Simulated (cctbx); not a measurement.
**A crystallographic session in cctbx: Y4Cu2S8O**

Library: cctbx 2025.11. The data are simulated by the first script.

## 1. Simulate the data

run.py:

```python
from cctbx import adptbx, crystal, miller, sgtbx, xray
from cctbx.array_family import flex
from iotbx.shelx import hklf
from scitbx import matrix
import scitbx.random

cs = crystal.symmetry(unit_cell=(13.664, 6.95, 13.907, 90, 90, 90), space_group_symbol='Hall: -P 2n 2ab')  # Pbcn
atoms = [  # label, site, U (iso, or U11 U22 U33 U12 U13 U23 in A^2), occupancy
    ("Y1", (0.158, 0.7041, 0.7679), (0.0209, 0.0239, 0.0268, -0.0060, -0.0010, 0.0017), 1),
    ("Y2", (0.4939, 0.7466, 0.5916), (0.0243, 0.0241, 0.0356, -0.0008, 0.0015, -0.0017), 1),
    ("Cu1", (0.2297, 0.9152, 0.5073), (0.0269, 0.0289, 0.0290, -0.0006, -0.0006, -0.0020), 1),
    ("S1", (0.3022, 0.8778, 0.656), (0.0433, 0.0436, 0.0456, -0.0013, 0.0008, -0.0006), 1),
    ("S2", (0.0775, 0.8929, 0.5874), (0.0350, 0.0310, 0.0358, -0.0009, -0.0028, -0.0001), 1),
    ("S3", (0.1175, 0.5627, 0.9524), (0.0321, 0.0374, 0.0445, 0.0038, 0.0044, 0.0038), 1),
    ("S4", (0.3367, 0.5504, 0.8577), (0.0274, 0.0288, 0.0291, -0.0003, 0.0019, -0.0022), 1),
    ("O1", (0, 0.5177, 0.25), (0.0331, 0.0406, 0.0431, 0.0000, -0.0010, 0.0000), 1),
]
xs = xray.structure(crystal_symmetry=cs)
for label, site, u, occ in atoms:
    u = adptbx.u_cif_as_u_star(cs.unit_cell(), u) if isinstance(u, tuple) else u
    xs.add_scatterer(xray.scatterer(label, site=site, u=u, occupancy=occ))
xs.set_inelastic_form_factors(1.54184, "sasaki")
xs.show_summary()
p1 = xs.expand_to_p1()
ms = miller.build_set(p1, anomalous_flag=True, d_min=0.8)
flex.set_random_seed(817592)
scitbx.random.set_random_seed(817592)
ms = ms.select(flex.random_double(ms.size()) < 0.7)
i = ms.structure_factors_from_scatterers(p1, algorithm="direct").f_calc().as_intensity_array().data()
i = i / flex.sqrt(1 + 0.3 * i / flex.max(i))  # extinction
i = i * 40000 / flex.max(i)
sig = flex.sqrt(i + flex.pow2(0.04 * i) + 2 ** 2)
noise = scitbx.random.variate(scitbx.random.normal_distribution())(i.size())
data = ms.array(data=i + sig * noise, sigmas=sig).set_observation_type_xray_intensity()
with open("data.hkl", "w") as f:
    data.export_as_shelx_hklf(f)
print("reflections written:", data.size(), " <I/sigma> = %.1f" % flex.mean(data.data() / data.sigmas()))
for h, a, b in list(data.sort("data"))[:12]:
    print("%4d%4d%4d %9.1f %7.1f" % (h + (a, b)))
```

```console
$ python run.py
```

```text
Number of scatterers: 8
At special positions: 1
Unit cell: (13.664, 6.95, 13.907, 90, 90, 90)
Space group: P b c n (No. 60)
reflections written: 7491  <I/sigma> = 13.5
   2   0  -6   40298.8  1612.5
  -2   0   6   39232.6  1612.5
   0  -2  -6   34056.1  1373.1
  -1  -3  -3   34006.7  1302.4
   0   2   6   33789.7  1373.1
  -1  -3   3   32621.2  1302.4
  -1   3   3   32350.3  1302.4
   0  -2   6   32275.6  1373.1
   0   2  -6   32272.8  1373.1
   6  -2   0   31982.7  1278.4
   6   2   0   31832.1  1278.4
  -6  -2   0   31180.2  1278.4
```

Run time: 0.86 s on 1 thread of AMD EPYC 7R43 64-Core Processor (Zen 3), on a shared host, peak memory 0.07 GiB.

## 2. Refinement (right model, isotropic)

run.py:

```python
import math
from cctbx import adptbx, crystal, maptbx, sgtbx, xray
from cctbx.array_family import flex
from cctbx.xray import observations
from iotbx.shelx import hklf
from scitbx.lstbx import normal_eqns_solving
from smtbx import absolute_structure, utils
from smtbx.refinement import constraints, least_squares

cs = crystal.symmetry(unit_cell=(13.664, 6.95, 13.907, 90, 90, 90), space_group_symbol='Hall: -P 2n 2ab')  # Pbcn
atoms = [  # label, site, U (iso, or U11 U22 U33 U12 U13 U23 in A^2), occupancy
    ("Y1", (0.1561, 0.7126, 0.7641), 0.0200, 1),
    ("Y2", (0.4928, 0.7446, 0.5882), 0.0200, 1),
    ("Cu1", (0.2323, 0.9034, 0.5117), 0.0200, 1),
    ("S1", (0.3024, 0.8838, 0.6506), 0.0200, 1),
    ("S2", (0.0785, 0.8901, 0.5867), 0.0200, 1),
    ("S3", (0.1197, 0.565, 0.9499), 0.0200, 1),
    ("S4", (0.3411, 0.5495, 0.8546), 0.0200, 1),
    ("O1", (0, 0.5095, 0.25), 0.0200, 1),
]
xs = xray.structure(crystal_symmetry=cs)
for label, site, u, occ in atoms:
    u = adptbx.u_cif_as_u_star(cs.unit_cell(), u) if isinstance(u, tuple) else u
    xs.add_scatterer(xray.scatterer(label, site=site, u=u, occupancy=occ))
xs.set_inelastic_form_factors(1.54184, "sasaki")
raw = hklf.reader(file_name="data.hkl").as_miller_arrays(crystal_symmetry=cs, anomalous=True)[0]
merged = raw.eliminate_sys_absent().merge_equivalents()
fo2 = merged.array().set_observation_type_xray_intensity()
print("Rint %.3f, %d unique reflections to %.2f A" % (merged.r_int(), fo2.size(), fo2.d_min()))
for sc in xs.scatterers():
    sc.flags.set_grad_site(True)
    sc.flags.set_grad_u_aniso(sc.flags.use_u_aniso())
    sc.flags.set_grad_u_iso(sc.flags.use_u_iso())
obs = fo2.as_xray_observations()
extra = {}
rep = constraints.reparametrisation(xs, [], utils.connectivity_table(xs), **extra)
ls = least_squares.crystallographic_ls(obs, rep, weighting_scheme=least_squares.mainstream_shelx_weighting(a=0, b=0))
print("cycle     R1     wR2    GooF  max shift (A)")
for cycle in range(8):
    ls.build_up()
    r1, wr2, goof = ls.r1_factor(cutoff_factor=2)[0], ls.wR2(), ls.goof()
    old = xs.sites_cart()
    normal_eqns_solving.levenberg_marquardt_iterations(ls, n_max_iterations=3, tau=1e-06, step_threshold=1e-7)
    big = flex.max((xs.sites_cart() - old).norms())
    print("%4d %7.4f %7.4f %7.3f %9.5f" % (cycle + 1, r1, wr2, goof, big))
    ls.build_up(objective_only=True)
    if abs(ls.wR2() - wr2) < 5e-5 and big < 5e-4:
        break
ls.build_up()
print("final R1 %.4f wR2 %.4f GooF %.3f  parameters %d  data/parameter %.1f" % (ls.r1_factor(cutoff_factor=2)[0], ls.wR2(), ls.goof(), ls.n_parameters, fo2.size() / ls.n_parameters))
cov = ls.covariance_matrix_and_annotations()
su = dict(zip(cov.annotations, (math.sqrt(max(v, 0)) for v in cov.matrix.matrix_packed_u_diagonal())))
a2 = cs.unit_cell().reciprocal_parameters()[0] ** -2
print("atom        x        y        z      Ueq    occ   su(xyz)  su(Uiso or U11)")
for sc in xs.scatterers():
    s = max(su.get(sc.label + k, 0) for k in (".x", ".y", ".z"))
    npd = "" if sc.is_positive_definite_u(cs.unit_cell()) else "  NPD"
    print("%-5s %8.5f %8.5f %8.5f %8.4f %6.3f %8.5f %7.4f%s" % ((sc.label,) + sc.site + (sc.u_iso_or_equiv(cs.unit_cell()), sc.occupancy, s, su.get(sc.label + ".uiso", su.get(sc.label + ".u11", 0) * a2), npd)))
fo = fo2.f_sq_as_f()
fc = fo.structure_factors_from_scatterers(xs, algorithm="direct").f_calc()
diff = fo.f_obs_minus_f_calc(1 / math.sqrt(ls.scale_factor()), fc).average_bijvoet_mates()
m = diff.fft_map(symmetry_flags=maptbx.use_space_group_symmetry, resolution_factor=0.25).apply_volume_scaling()
print("difference map: max %.2f min %.2f rms %.2f" % (m.statistics().max(), m.statistics().min(), m.statistics().sigma()))
peaks = m.peak_search(parameters=maptbx.peak_search_parameters(min_distance_sym_equiv=0.6, max_clusters=6)).all()
near = xs.closest_distances(peaks.sites(), distance_cutoff=4)
sps = cs.special_position_settings(min_distance_sym_equiv=0.5)
for k, (x, h) in enumerate(zip(peaks.sites(), peaks.heights())):
    ss = sps.site_symmetry(x)
    print("Q%-3d %7.4f %7.4f %7.4f %4d %7.2f  %.2f A from %s" % ((k + 1,) + tuple(t % 1 for t in ss.exact_site()) + (ss.multiplicity(), h, near.smallest_distances[k], xs.scatterers()[near.i_seqs[k]].label)))
```

```console
$ python run.py
```

```text
Rint 0.032, 1345 unique reflections to 0.80 A
cycle     R1     wR2    GooF  max shift (A)
   1  0.4214  0.7758  27.122   0.10724
   2  0.0489  0.1437   5.023   0.00439
   3  0.0489  0.1434   5.013   0.00000
final R1 0.0489 wR2 0.1434 GooF 5.013  parameters 30  data/parameter 44.8
atom        x        y        z      Ueq    occ   su(xyz)  su(Uiso or U11)
Y1     0.15804  0.70410  0.76794   0.0238  1.000  0.00010  0.0003
Y2     0.49384  0.74661  0.59160   0.0283  1.000  0.00011  0.0003
Cu1    0.22980  0.91486  0.50721   0.0281  1.000  0.00017  0.0003
S1     0.30218  0.87791  0.65617   0.0442  1.000  0.00038  0.0006
S2     0.07728  0.89297  0.58750   0.0340  1.000  0.00032  0.0005
S3     0.11749  0.56289  0.95232   0.0380  1.000  0.00035  0.0005
S4     0.33674  0.55002  0.85776   0.0283  1.000  0.00030  0.0005
O1     0.00000  0.51886  0.25000   0.0402  1.000  0.00151  0.0021
difference map: max 3.19 min -3.96 rms 0.29
Q1    0.0015  0.2356  0.6257    8    3.36  0.48 A from Y2
Q2    0.0098  0.2565  0.5578    8    3.16  0.48 A from Y2
Q3    0.1389  0.2499  0.2880    8    2.64  0.50 A from Y1
Q4    0.1772  0.3511  0.2526    8    2.53  0.51 A from Y1
Q5    0.1257  0.4068  0.4841    8    1.41  0.50 A from S3
Q6    0.1075  0.4640  0.4217    8    1.39  0.48 A from S3
```

Time: 2.5 s.

Figures of merit this high mean that the model is still wrong or incomplete.

## 3. Refinement (right model, anisotropic)

run.py, as its changes from the last script of this kind:

```diff
@@ -12,8 +12,8 @@
-    ("Y1", (0.1561, 0.7126, 0.7641), 0.0200, 1),
-    ("Y2", (0.4928, 0.7446, 0.5882), 0.0200, 1),
-    ("Cu1", (0.2323, 0.9034, 0.5117), 0.0200, 1),
-    ("S1", (0.3024, 0.8838, 0.6506), 0.0200, 1),
-    ("S2", (0.0785, 0.8901, 0.5867), 0.0200, 1),
-    ("S3", (0.1197, 0.565, 0.9499), 0.0200, 1),
-    ("S4", (0.3411, 0.5495, 0.8546), 0.0200, 1),
-    ("O1", (0, 0.5095, 0.25), 0.0200, 1),
+    ("Y1", (0.15804, 0.7041, 0.76794), 0.0238, 1),
+    ("Y2", (0.49384, 0.74661, 0.5916), 0.0283, 1),
+    ("Cu1", (0.2298, 0.91486, 0.50721), 0.0281, 1),
+    ("S1", (0.30218, 0.87791, 0.65617), 0.0442, 1),
+    ("S2", (0.07728, 0.89297, 0.5875), 0.0340, 1),
+    ("S3", (0.11749, 0.56289, 0.95232), 0.0380, 1),
+    ("S4", (0.33674, 0.55002, 0.85776), 0.0283, 1),
+    ("O1", (0, 0.51886, 0.25), 0.0402, 1),
@@ -25,0 +26 @@
+xs.convert_to_anisotropic()
```

```console
$ python run.py
```

```text
Rint 0.032, 1345 unique reflections to 0.80 A
cycle     R1     wR2    GooF  max shift (A)
   1  0.0489  0.1434   5.088   0.00353
   2  0.0135  0.0307   1.089   0.00011
final R1 0.0135 wR2 0.0307 GooF 1.089  parameters 68  data/parameter 19.8
atom        x        y        z      Ueq    occ   su(xyz)  su(Uiso or U11)
Y1     0.15799  0.70405  0.76792   0.0233  1.000  0.00002  0.0001
Y2     0.49388  0.74657  0.59160   0.0275  1.000  0.00002  0.0001
Cu1    0.22968  0.91514  0.50731   0.0277  1.000  0.00004  0.0001
S1     0.30222  0.87777  0.65602   0.0437  1.000  0.00008  0.0003
S2     0.07748  0.89294  0.58741   0.0334  1.000  0.00007  0.0002
S3     0.11746  0.56263  0.95239   0.0376  1.000  0.00008  0.0002
S4     0.33669  0.55031  0.85767   0.0279  1.000  0.00006  0.0002
O1     0.00000  0.51834  0.25000   0.0382  1.000  0.00033  0.0011
difference map: max 0.36 min -0.88 rms 0.11
Q1    0.0224  0.2775  0.4770    8    0.36  1.62 A from Y2
Q2    0.0243  0.2801  0.0297    8    0.35  1.62 A from S2
Q3    0.1142  0.1027  0.5797    8    0.34  1.55 A from S2
Q4    0.1804  0.4497  0.9149    8    0.33  1.28 A from S3
Q5    0.2488  0.1386  0.7423    8    0.30  1.40 A from Y1
Q6    0.1816  0.4377  0.1055    8    0.29  1.48 A from S1
```

Time: 2.6 s.

## 4. Refinement

run.py, as its changes from the last script of this kind:

```diff
@@ -28 +28 @@
-merged = raw.eliminate_sys_absent().merge_equivalents()
+merged = raw.eliminate_sys_absent().resolution_filter(d_min=1.3).merge_equivalents()
@@ -40 +40 @@
-for cycle in range(8):
+for cycle in range(12):
```

```console
$ python run.py
```

```text
Rint 0.029, 311 unique reflections to 1.30 A
cycle     R1     wR2    GooF  max shift (A)
   1  0.0275  0.0834   3.706   0.00450
   2  0.0144  0.0310   1.379   0.00001
final R1 0.0144 wR2 0.0310 GooF 1.379  parameters 68  data/parameter 4.6
atom        x        y        z      Ueq    occ   su(xyz)  su(Uiso or U11)
Y1     0.15797  0.70391  0.76805   0.0217  1.000  0.00007  0.0006
Y2     0.49384  0.74655  0.59165   0.0262  1.000  0.00007  0.0006
Cu1    0.22967  0.91506  0.50735   0.0261  1.000  0.00011  0.0007
S1     0.30216  0.87761  0.65605   0.0424  1.000  0.00022  0.0012
S2     0.07760  0.89285  0.58754   0.0319  1.000  0.00019  0.0010
S3     0.11734  0.56271  0.95245   0.0354  1.000  0.00019  0.0012
S4     0.33682  0.55021  0.85781   0.0263  1.000  0.00020  0.0010
O1     0.00000  0.51889  0.25000   0.0370  1.000  0.00073  0.0042
difference map: max 0.27 min -0.51 rms 0.09
Q1    0.0010  0.2768  0.0280    8    0.27  1.68 A from Y2
Q2    0.2606  0.2746  0.2543    8    0.27  1.42 A from Y1
Q3    0.2046  0.4789  0.0978    8    0.20  1.29 A from S1
Q4    0.2201  0.2533  0.9663    8    0.19  1.31 A from Cu1
Q5    0.1122  0.0915  0.5704    8    0.19  1.48 A from S2
Q6    0.2113  0.1058  0.5925    8    0.19  1.79 A from Cu1
```

Time: 1.9 s.

This run holds a fault made on purpose: data cut at low resolution.

## 5. Refinement

run.py, as its changes from the last script of this kind:

```diff
@@ -13,2 +13,2 @@
-    ("Y2", (0.49384, 0.74661, 0.5916), 0.0283, 1),
-    ("Cu1", (0.2298, 0.91486, 0.50721), 0.0281, 1),
+    ("Cu1", (0.49384, 0.74661, 0.5916), 0.0283, 1),
+    ("Y2", (0.2298, 0.91486, 0.50721), 0.0281, 1),
@@ -28 +28 @@
-merged = raw.eliminate_sys_absent().resolution_filter(d_min=1.3).merge_equivalents()
+merged = raw.eliminate_sys_absent().merge_equivalents()
```

```console
$ python run.py
```

```text
Rint 0.032, 1345 unique reflections to 0.80 A
cycle     R1     wR2    GooF  max shift (A)
   1  0.4990  0.8282  29.381   0.17533
   2  0.1366  0.3579  12.698   0.08572
   3  0.1347  0.3562  12.636   0.06045
   4  0.1349  0.3557  12.619   0.03382
   5  0.1350  0.3556  12.614   0.01775
   6  0.1351  0.3555  12.613   0.00915
   7  0.1351  0.3555  12.613   0.00472
   8  0.1351  0.3555  12.613   0.00244
   9  0.1351  0.3555  12.613   0.00126
  10  0.1351  0.3555  12.613   0.00065
  11  0.1351  0.3555  12.613   0.00034
final R1 0.1351 wR2 0.3555 GooF 12.613  parameters 68  data/parameter 19.8
atom        x        y        z      Ueq    occ   su(xyz)  su(Uiso or U11)
Y1     0.15794  0.70303  0.76854   0.0155  1.000  0.00028  0.0011
Cu1    0.49372  0.74666  0.59162  -0.0065  1.000  0.00030  0.0010  NPD
Y2     0.22999  0.91678  0.50775   0.0491  1.000  0.00049  0.0017
S1     0.30245  0.87707  0.65815   0.0331  1.000  0.00096  0.0033
S2     0.07728  0.89471  0.58761   0.0240  1.000  0.00084  0.0028
S3     0.11779  0.56091  0.95231   0.0277  1.000  0.00089  0.0025
S4     0.33699  0.55264  0.85695   0.0194  1.000  0.00078  0.0022
O1     0.00000  0.57521  0.25000   0.1028  1.000  0.00749  0.0202
difference map: max 18.37 min -4.82 rms 1.21
Q1    0.0039  0.2460  0.5932    8   18.63  0.04 A from Cu1
Q2    0.1594  0.2813  0.2593    8   13.45  0.17 A from Y1
Q3    0.0000  0.5072  0.2500    4   10.00  0.47 A from O1
Q4    0.2253  0.0963  0.0015    8    5.07  0.14 A from Y2
Q5    0.1702  0.0326  0.8658    8    4.56  0.21 A from S4
Q6    0.1885  0.3718  0.6321    8    4.47  0.38 A from S1
```

Time: 7.3 s.

This run holds a fault made on purpose: elements exchanged: Y2 is Cu and Cu1 is Y.

## 6. Refinement

run.py, as its changes from the last script of this kind:

```diff
@@ -13,2 +13,2 @@
-    ("Cu1", (0.49384, 0.74661, 0.5916), 0.0283, 1),
-    ("Y2", (0.2298, 0.91486, 0.50721), 0.0281, 1),
+    ("Y2", (0.49384, 0.74661, 0.5916), 0.0283, 1),
+    ("Cu1", (0.2298, 0.91486, 0.50721), 0.0281, 1),
@@ -19 +18,0 @@
-    ("O1", (0, 0.51886, 0.25), 0.0402, 1),
```

```console
$ python run.py
```

```text
Rint 0.032, 1345 unique reflections to 0.80 A
cycle     R1     wR2    GooF  max shift (A)
   1  0.0728  0.2188   7.747   0.00817
   2  0.0513  0.1610   5.700   0.00003
final R1 0.0513 wR2 0.1610 GooF 5.700  parameters 63  data/parameter 21.3
atom        x        y        z      Ueq    occ   su(xyz)  su(Uiso or U11)
Y1     0.15791  0.70434  0.76804   0.0213  1.000  0.00012  0.0005
Y2     0.49383  0.74684  0.59157   0.0256  1.000  0.00012  0.0005
Cu1    0.22963  0.91529  0.50732   0.0255  1.000  0.00020  0.0007
S1     0.30211  0.87851  0.65567   0.0416  1.000  0.00044  0.0015
S2     0.07748  0.89295  0.58729   0.0310  1.000  0.00036  0.0013
S3     0.11715  0.56230  0.95233   0.0355  1.000  0.00039  0.0012
S4     0.33677  0.55050  0.85744   0.0258  1.000  0.00034  0.0010
difference map: max 12.85 min -0.63 rms 0.36
Q1    0.0000  0.4812  0.7500    4   13.05  2.67 A from Y1
Q2    0.1658  0.3188  0.2580    8    2.32  0.24 A from Y1
Q3    0.0012  0.2291  0.5920    8    1.53  0.14 A from Y2
Q4    0.2218  0.1272  0.0005    8    1.17  0.33 A from Cu1
Q5    0.1764  0.0286  0.8737    8    1.01  0.33 A from S4
Q6    0.1415  0.4434  0.4488    8    0.93  0.34 A from S3
```

It took 2.8 s on 1 thread of AMD EPYC 7R43 64-Core Processor (Zen 3) (shared host), peak memory 0.08 GiB.

This run holds a fault made on purpose: atom left out: O1.

[Logs are printed without paths, hosts, clocks, repeated set-up lines and the standing remarks that a program may print on its own settings, such as how far it seeks lower states.]
